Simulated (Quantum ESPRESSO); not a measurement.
# Dielectric function and optical constants of BN, part 2 of 3

Wanted: where BN starts to absorb, how strongly, and its refractive index. The cell comes from an older database entry, whose edges can differ from later determinations, mostly by under a per cent.

Quantum ESPRESSO 7.5; DFT, PBE, plane waves with norm-conserving potentials (PseudoDojo), scalar-relativistic, independent-particle optical response without local fields and without the non-local commutator.

So far. Step 2 (Ground state): There is a gap, 4.28 eV on this mesh (points off the mesh can give less), so no carriers' term is needed.

The database entry behind the starting cell differs from later determinations by our own check (about 0.3 % short, minor phase), so it need not match the best structure at ambient conditions.

### 3. Ground state with the final occupations

Level of this step: DFT, PBE, plane waves with norm-conserving potentials (PseudoDojo), scalar-relativistic, ground state (Quantum ESPRESSO).

With the gap or the metal settled, the ground state is repeated with the fitting occupations, and the later steps take its density.

The input, scf.in:

```
&control
  calculation = 'scf'
  prefix = 'x'
  outdir = './tmp'
  pseudo_dir = './'
  verbosity = 'high'
/
&system
  ibrav = 0
  nat = 4
  ntyp = 2
  ecutwfc = 90
  occupations = 'fixed'
/
&electrons
  conv_thr = 1e-09
  electron_maxstep = 100
/
ATOMIC_SPECIES
  N 1.0 N.upf
  B 1.0 B.upf
CELL_PARAMETERS angstrom
  2.498240000029 0.000000000000 0.000000000000
  -1.249120000014 2.163539304775 0.000000000000
  0.000000000000 0.000000000000 6.635700000000
ATOMIC_POSITIONS crystal
  N 0.666666666667 0.333333333333 0.250000000000
  N 0.333333333333 0.666666666667 0.750000000000
  B 0.666666666667 0.333333333333 0.750000000000
  B 0.333333333333 0.666666666667 0.250000000000
K_POINTS automatic
  10 10 4 0 0 0
```

Launch:

```bash
> mpirun -n 4 pw.x -nk 4 -in scf.in
```

Output:

```text
[banner, memory and clock lines left out]

     using ibrav=0 with symmetry is DISCOURAGED, use correct ibrav instead

     G-vector sticks info

     bravais-lattice index     =            0
     lattice parameter (alat)  =       4.7210  a.u.
     unit-cell volume          =     242.0373 (a.u.)^3
     number of atoms/cell      =            4
     number of atomic types    =            2
     number of electrons       =        16.00
     number of Kohn-Sham states=            8
     kinetic-energy cutoff     =      90.0000  Ry
     charge density cutoff     =     360.0000  Ry
     scf convergence threshold =      1.0E-09
     mixing beta               =       0.7000
     number of iterations used =            8  plain     mixing
     Exchange-correlation= PBE
                           (   1   4   3   4   0   0   0)

     celldm(1)=   4.720989  celldm(2)=   0.000000  celldm(3)=   0.000000
     celldm(4)=   0.000000  celldm(5)=   0.000000  celldm(6)=   0.000000

     crystal axes: (cart. coord. in units of alat)
               a(1) = (   1.000000   0.000000   0.000000 )
               a(2) = (  -0.500000   0.866025   0.000000 )
               a(3) = (   0.000000   0.000000   2.656150 )

     reciprocal axes: (cart. coord. in units 2 pi/alat)
               b(1) = (  1.000000  0.577350 -0.000000 )
               b(2) = (  0.000000  1.154701  0.000000 )
               b(3) = (  0.000000 -0.000000  0.376485 )

     ./N.upf
     Pseudo is Norm-conserving + core correction, Zval =  5.0
     Generated using ONCVPSP code by D. R. Hamann
     Using radial grid of 1058 points,  4 beta functions with:
                l(1) =   0
                l(2) =   0
                l(3) =   1
                l(4) =   1

     ./B.upf
     Pseudo is Norm-conserving + core correction, Zval =  3.0
     Generated using ONCVPSP code by D. R. Hamann
     Using radial grid of 1534 points,  4 beta functions with:
                l(1) =   0
                l(2) =   0
                l(3) =   1
                l(4) =   1

     atomic species   valence    mass     pseudopotential
     N                 5.00     1.00000     N ( 1.00)
     B                 3.00     1.00000     B ( 1.00)

     24 Sym. Ops., with inversion, found (12 have fractional translation)

                                    s                        frac. trans.

     [... symmetry matrices left out ...]
   Cartesian axes

     site n.     atom                  positions (alat units)
         1        N      tau(   1) = (   0.5000000   0.2886751   0.6640375  )
         2        N      tau(   2) = (  -0.0000000   0.5773503   1.9921124  )
         3        B      tau(   3) = (   0.5000000   0.2886751   1.9921124  )
         4        B      tau(   4) = (  -0.0000000   0.5773503   0.6640375  )

   Crystallographic axes

     site n.     atom                  positions (cryst. coord.)
         1        N      tau(   1) = (  0.6666667  0.3333333  0.2500000  )
         2        N      tau(   2) = (  0.3333333  0.6666667  0.7500000  )
         3        B      tau(   3) = (  0.6666667  0.3333333  0.7500000  )
         4        B      tau(   4) = (  0.3333333  0.6666667  0.2500000  )

     number of k points=    42
                       cart. coord. in units 2pi/alat
        k(    1) = (   0.0000000   0.0000000   0.0000000), wk =   0.0050000
        k(    2) = (   0.0000000   0.0000000   0.0941212), wk =   0.0100000
        k(    3) = (   0.0000000   0.0000000  -0.1882424), wk =   0.0050000
        k(    4) = (   0.0000000   0.1154701   0.0000000), wk =   0.0300000
        k(    5) = (   0.0000000   0.1154701   0.0941212), wk =   0.0600000
        k(    6) = (   0.0000000   0.1154701  -0.1882424), wk =   0.0300000
        k(    7) = (   0.0000000   0.2309401   0.0000000), wk =   0.0300000
        k(    8) = (   0.0000000   0.2309401   0.0941212), wk =   0.0600000
        k(    9) = (   0.0000000   0.2309401  -0.1882424), wk =   0.0300000
        k(   10) = (   0.0000000   0.3464102   0.0000000), wk =   0.0300000
        k(   11) = (   0.0000000   0.3464102   0.0941212), wk =   0.0600000
        k(   12) = (   0.0000000   0.3464102  -0.1882424), wk =   0.0300000
        k(   13) = (   0.0000000   0.4618802   0.0000000), wk =   0.0300000
        k(   14) = (   0.0000000   0.4618802   0.0941212), wk =   0.0600000
        k(   15) = (   0.0000000   0.4618802  -0.1882424), wk =   0.0300000
        k(   16) = (   0.0000000  -0.5773503   0.0000000), wk =   0.0150000
[...]
cryst. coord.
[...]
k(   35) = (   0.2000000   0.3000000   0.2500000), wk =   0.1200000
        k(   36) = (   0.2000000   0.3000000  -0.5000000), wk =   0.0600000
        k(   37) = (   0.2000000   0.4000000   0.0000000), wk =   0.0300000
        k(   38) = (   0.2000000   0.4000000   0.2500000), wk =   0.0600000
        k(   39) = (   0.2000000   0.4000000  -0.5000000), wk =   0.0300000
        k(   40) = (   0.3000000   0.3000000   0.0000000), wk =   0.0300000
        k(   41) = (   0.3000000   0.3000000   0.2500000), wk =   0.0600000
        k(   42) = (   0.3000000   0.3000000  -0.5000000), wk =   0.0300000

     Dense  grid:    27993 G-vectors     FFT dimensions: (  30,  30,  80)

     Initial potential from superposition of free atoms

     starting charge      15.9995, renormalised to      16.0000
     Starting wfcs are   16 randomized atomic wfcs

     Self-consistent Calculation

     iteration #  1     ecut=    90.00 Ry     beta= 0.70
     Davidson diagonalization with overlap

            52 MiB given to the printing process from OS
            24 MiB allocation reported by mallinfo(arena+hblkhd)
------------------
     ethr =  1.00E-02,  avg # of iterations =  2.0

     total energy              =     -53.37176114 Ry
     estimated scf accuracy    <       0.76027826 Ry

     iteration #  2     ecut=    90.00 Ry     beta= 0.70
     Davidson diagonalization with overlap

            63 MiB given to the printing process from OS
            34 MiB allocation reported by mallinfo(arena+hblkhd)
------------------
     ethr =  4.75E-03,  avg # of iterations =  2.9

     total energy              =     -53.60513993 Ry
     estimated scf accuracy    <       0.22635111 Ry

     iteration #  3     ecut=    90.00 Ry     beta= 0.70
     Davidson diagonalization with overlap

            65 MiB given to the printing process from OS
            35 MiB allocation reported by mallinfo(arena+hblkhd)
------------------
     ethr =  1.41E-03,  avg # of iterations =  1.9

     total energy              =     -53.61373944 Ry
     estimated scf accuracy    <       0.01938777 Ry

     iteration #  4     ecut=    90.00 Ry     beta= 0.70
     Davidson diagonalization with overlap

            66 MiB given to the printing process from OS
            36 MiB allocation reported by mallinfo(arena+hblkhd)
------------------
     ethr =  1.21E-04,  avg # of iterations =  5.1

     total energy              =     -53.63159170 Ry
     estimated scf accuracy    <       0.04802710 Ry

     iteration #  5     ecut=    90.00 Ry     beta= 0.70
     Davidson diagonalization with overlap

            67 MiB given to the printing process from OS
            37 MiB allocation reported by mallinfo(arena+hblkhd)
------------------
     ethr =  1.21E-04,  avg # of iterations =  1.9

     total energy              =     -53.62527796 Ry
     estimated scf accuracy    <       0.01626276 Ry

     iteration #  6     ecut=    90.00 Ry     beta= 0.70
     Davidson diagonalization with overlap

            68 MiB given to the printing process from OS
            38 MiB allocation reported by mallinfo(arena+hblkhd)
------------------
     ethr =  1.02E-04,  avg # of iterations =  2.5

     total energy              =     -53.62981814 Ry
     estimated scf accuracy    <       0.00004243 Ry

     iteration #  7     ecut=    90.00 Ry     beta= 0.70
     Davidson diagonalization with overlap

            69 MiB given to the printing process from OS
            39 MiB allocation reported by mallinfo(arena+hblkhd)
------------------
     ethr =  2.65E-07,  avg # of iterations =  7.6

     total energy              =     -53.63010530 Ry
     estimated scf accuracy    <       0.00231692 Ry

     iteration #  8     ecut=    90.00 Ry     beta= 0.70
     Davidson diagonalization with overlap

            70 MiB given to the printing process from OS
            40 MiB allocation reported by mallinfo(arena+hblkhd)
------------------
     ethr =  2.65E-07,  avg # of iterations =  4.0

     total energy              =     -53.62972997 Ry
     estimated scf accuracy    <       0.00084911 Ry

     iteration #  9     ecut=    90.00 Ry     beta= 0.70
     Davidson diagonalization with overlap

            71 MiB given to the printing process from OS
            41 MiB allocation reported by mallinfo(arena+hblkhd)
------------------
     ethr =  2.65E-07,  avg # of iterations =  5.4

     total energy              =     -53.62993135 Ry
     estimated scf accuracy    <       0.00000746 Ry

     iteration # 10     ecut=    90.00 Ry     beta= 0.70
     Davidson diagonalization with overlap

            71 MiB given to the printing process from OS
            41 MiB allocation reported by mallinfo(arena+hblkhd)
------------------
     ethr =  4.66E-08,  avg # of iterations =  2.0

     total energy              =     -53.62993102 Ry
     estimated scf accuracy    <       0.00000152 Ry

     iteration # 11     ecut=    90.00 Ry     beta= 0.70
     Davidson diagonalization with overlap

            71 MiB given to the printing process from OS
            41 MiB allocation reported by mallinfo(arena+hblkhd)
------------------
     ethr =  9.50E-09,  avg # of iterations =  4.1

     total energy              =     -53.62993178 Ry
     estimated scf accuracy    <       0.00000054 Ry

     iteration # 12     ecut=    90.00 Ry     beta= 0.70
     Davidson diagonalization with overlap

            71 MiB given to the printing process from OS
            41 MiB allocation reported by mallinfo(arena+hblkhd)
------------------
     ethr =  3.36E-09,  avg # of iterations =  1.3

     total energy              =     -53.62993170 Ry
     estimated scf accuracy    <       0.00000018 Ry

     iteration # 13     ecut=    90.00 Ry     beta= 0.70
     Davidson diagonalization with overlap

            71 MiB given to the printing process from OS
            41 MiB allocation reported by mallinfo(arena+hblkhd)
------------------
     ethr =  1.11E-09,  avg # of iterations =  3.5

     total energy              =     -53.62993177 Ry
     estimated scf accuracy    <       0.00000001 Ry

     iteration # 14     ecut=    90.00 Ry     beta= 0.70
     Davidson diagonalization with overlap

            71 MiB given to the printing process from OS
            41 MiB allocation reported by mallinfo(arena+hblkhd)
------------------
     ethr =  6.30E-11,  avg # of iterations =  3.8

     total energy              =     -53.62993177 Ry
     estimated scf accuracy    <       0.00000002 Ry

     iteration # 15     ecut=    90.00 Ry     beta= 0.70
     Davidson diagonalization with overlap

            71 MiB given to the printing process from OS
            41 MiB allocation reported by mallinfo(arena+hblkhd)
------------------
     ethr =  6.30E-11,  avg # of iterations =  2.0

     total energy              =     -53.62993177 Ry
     estimated scf accuracy    <          3.4E-09 Ry

     iteration # 16     ecut=    90.00 Ry     beta= 0.70
     Davidson diagonalization with overlap

            71 MiB given to the printing process from OS
            41 MiB allocation reported by mallinfo(arena+hblkhd)
------------------
     ethr =  2.11E-11,  avg # of iterations =  3.8

     End of self-consistent calculation

          k = 0.0000 0.0000 0.0000 (  3499 PWs)   bands (ev):

   -13.0436 -12.7481  -1.4654   0.6566   3.4446   3.4446   3.4813   3.4813

     occupation numbers
     1.0000   1.0000   1.0000   1.0000   1.0000   1.0000   1.0000   1.0000

          k = 0.0000 0.0000 0.0941 (  3464 PWs)   bands (ev):

   -13.0027 -12.7938  -1.2064   0.2732   3.4500   3.4500   3.4759   3.4759

     occupation numbers
     1.0000   1.0000   1.0000   1.0000   1.0000   1.0000   1.0000   1.0000

          k = 0.0000 0.0000-0.1882 (  3458 PWs)   bands (ev):

   -12.9006 -12.9006  -0.5249  -0.5249   3.4629   3.4629   3.4629   3.4629

     occupation numbers
     1.0000   1.0000   1.0000   1.0000   1.0000   1.0000   1.0000   1.0000

          k = 0.0000 0.1155 0.0000 (  3469 PWs)   bands (ev):

   -12.8472 -12.5583  -1.1951   0.8992   2.6568   2.6891   3.0748   3.1172

     occupation numbers
     1.0000   1.0000   1.0000   1.0000   1.0000   1.0000   1.0000   1.0000

          k = 0.0000 0.1155 0.0941 (  3466 PWs)   bands (ev):

   -12.8071 -12.6030  -0.9397   0.5199   2.6636   2.6886   3.0810   3.1110

     occupation numbers
     1.0000   1.0000   1.0000   1.0000   1.0000   1.0000   1.0000   1.0000

          k = 0.0000 0.1155-0.1882 (  3474 PWs)   bands (ev):

   -12.7073 -12.7073  -0.2676  -0.2676   2.6785   2.6785   3.0960   3.0960

     occupation numbers
     1.0000   1.0000   1.0000   1.0000   1.0000   1.0000   1.0000   1.0000

     [... further k points left out ...]

     highest occupied level (ev):     4.8215

!    total energy              =     -53.62993177 Ry
     estimated scf accuracy    <          7.6E-10 Ry

     The total energy is the sum of the following terms:
     one-electron contribution =     -15.93327752 Ry
     hartree contribution      =      16.41530897 Ry
     xc contribution           =     -17.36769707 Ry
     ewald contribution        =     -36.74426616 Ry

     convergence has been achieved in  16 iterations

     XML data file, charge density, pseudopotentials, collected wavefunctions

                                        0.00s GPU  (     724 calls)
```

Wall time 8.3 s (4 MPI ranks of Arm Neoverse V2, shared host); peak memory 0.07 GiB; 33 s of CPU time.

### 4. Bands on the whole mesh, 14×14×5

The response needs many more empty bands than the density does.

This step: DFT, PBE, plane waves with norm-conserving potentials (PseudoDojo), scalar-relativistic, bands at fixed density (Quantum ESPRESSO 7.5).

nscf.in, as its differences from scf.in of step 3:

```diff
@@ -1,3 +1,3 @@
 &control
-  calculation = 'scf'
+  calculation = 'nscf'
   prefix = 'x'
@@ -5,3 +5,2 @@
   pseudo_dir = './'
-  verbosity = 'high'
 /
@@ -13,2 +12,5 @@
   occupations = 'fixed'
+  nbnd = 24
+  nosym = .true.
+  noinv = .true.
 /
@@ -17,2 +19,3 @@
   electron_maxstep = 100
+  diago_full_acc = .true.
 /
@@ -31,2 +34,2 @@
 K_POINTS automatic
-  10 10 4 0 0 0
+  14 14 5 0 0 0
```

Launch:

```bash
> mpirun -n 4 pw.x -nk 4 -in nscf.in
```

Output:

```text
[banner, memory and clock lines left out]

     Atomic positions and unit cell read from directory:

     G-vector sticks info

     bravais-lattice index     =            0
     lattice parameter (alat)  =       4.7210  a.u.
     unit-cell volume          =     242.0373 (a.u.)^3
     number of atoms/cell      =            4
     number of atomic types    =            2
     number of electrons       =        16.00
     number of Kohn-Sham states=           24
     kinetic-energy cutoff     =      90.0000  Ry
     charge density cutoff     =     360.0000  Ry
     Exchange-correlation= PBE
                           (   1   4   3   4   0   0   0)

     celldm(1)=   4.720989  celldm(2)=   0.000000  celldm(3)=   0.000000
     celldm(4)=   0.000000  celldm(5)=   0.000000  celldm(6)=   0.000000

     crystal axes: (cart. coord. in units of alat)
               a(1) = (   1.000000   0.000000   0.000000 )
               a(2) = (  -0.500000   0.866025   0.000000 )
               a(3) = (   0.000000   0.000000   2.656150 )

     reciprocal axes: (cart. coord. in units 2 pi/alat)
               b(1) = (  1.000000  0.577350 -0.000000 )
               b(2) = (  0.000000  1.154701  0.000000 )
               b(3) = (  0.000000 -0.000000  0.376485 )

     ./N.upf
     Pseudo is Norm-conserving + core correction, Zval =  5.0
     Generated using ONCVPSP code by D. R. Hamann
     Using radial grid of 1058 points,  4 beta functions with:
                l(1) =   0
                l(2) =   0
                l(3) =   1
                l(4) =   1

     ./B.upf
     Pseudo is Norm-conserving + core correction, Zval =  3.0
     Generated using ONCVPSP code by D. R. Hamann
     Using radial grid of 1534 points,  4 beta functions with:
                l(1) =   0
                l(2) =   0
                l(3) =   1
                l(4) =   1

     atomic species   valence    mass     pseudopotential
     N                 5.00     1.00000     N ( 1.00)
     B                 3.00     1.00000     B ( 1.00)

     No symmetry found

   Cartesian axes

     site n.     atom                  positions (alat units)
         1        N      tau(   1) = (   0.5000000   0.2886751   0.6640375  )
         2        N      tau(   2) = (  -0.0000000   0.5773503   1.9921124  )
         3        B      tau(   3) = (   0.5000000   0.2886751   1.9921124  )
         4        B      tau(   4) = (  -0.0000000   0.5773503   0.6640375  )

     number of k points=   980

     Number of k-points >= 100: set verbosity='high' to print them.

     Dense  grid:    27993 G-vectors     FFT dimensions: (  30,  30,  75)

     The potential is recalculated from file :

     Starting wfcs are   16 randomized atomic wfcs +    8 random wfcs

     Band Structure Calculation
     Davidson diagonalization with overlap

     ethr =  6.25E-12,  avg # of iterations = 38.5

     End of band structure calculation

     Number of k-points >= 100: set verbosity='high' to print the bands.

     highest occupied, lowest unoccupied level (ev):     4.8065    9.0993

     XML data file, pseudopotentials, collected wavefunctions

                                        0.00s GPU  (   10081 calls)

[... left out ...]
ulation
     Davidson diagonalization with overlap

     ethr =  6.25E-12,  avg # of iterations = 38.5

     End of band structure calculation

     Number of k-points >= 100: set verbosity='high' to print the bands.

     highest occupied, lowest unoccupied level (ev):     4.8065    9.0993

     XML data file, pseudopotentials, collected wavefunctions

                                        0.00s GPU  (   10081 calls)
```

The job ended after 3.5 min (4 MPI ranks; peak memory 0.05 GiB).

[end of part 2 of 3]

[Machine, clock, banner and «Message from routine» lines are left out of the logs.]

[Logs are printed without paths, hosts, clocks, repeated set-up lines and the standing remarks that a program may print on its own settings, such as how far it seeks lower states.]

[Hosts, paths, dates, database ids (printed as entryN), source tags and the programs' standing remarks are cut or masked in the printed files.]
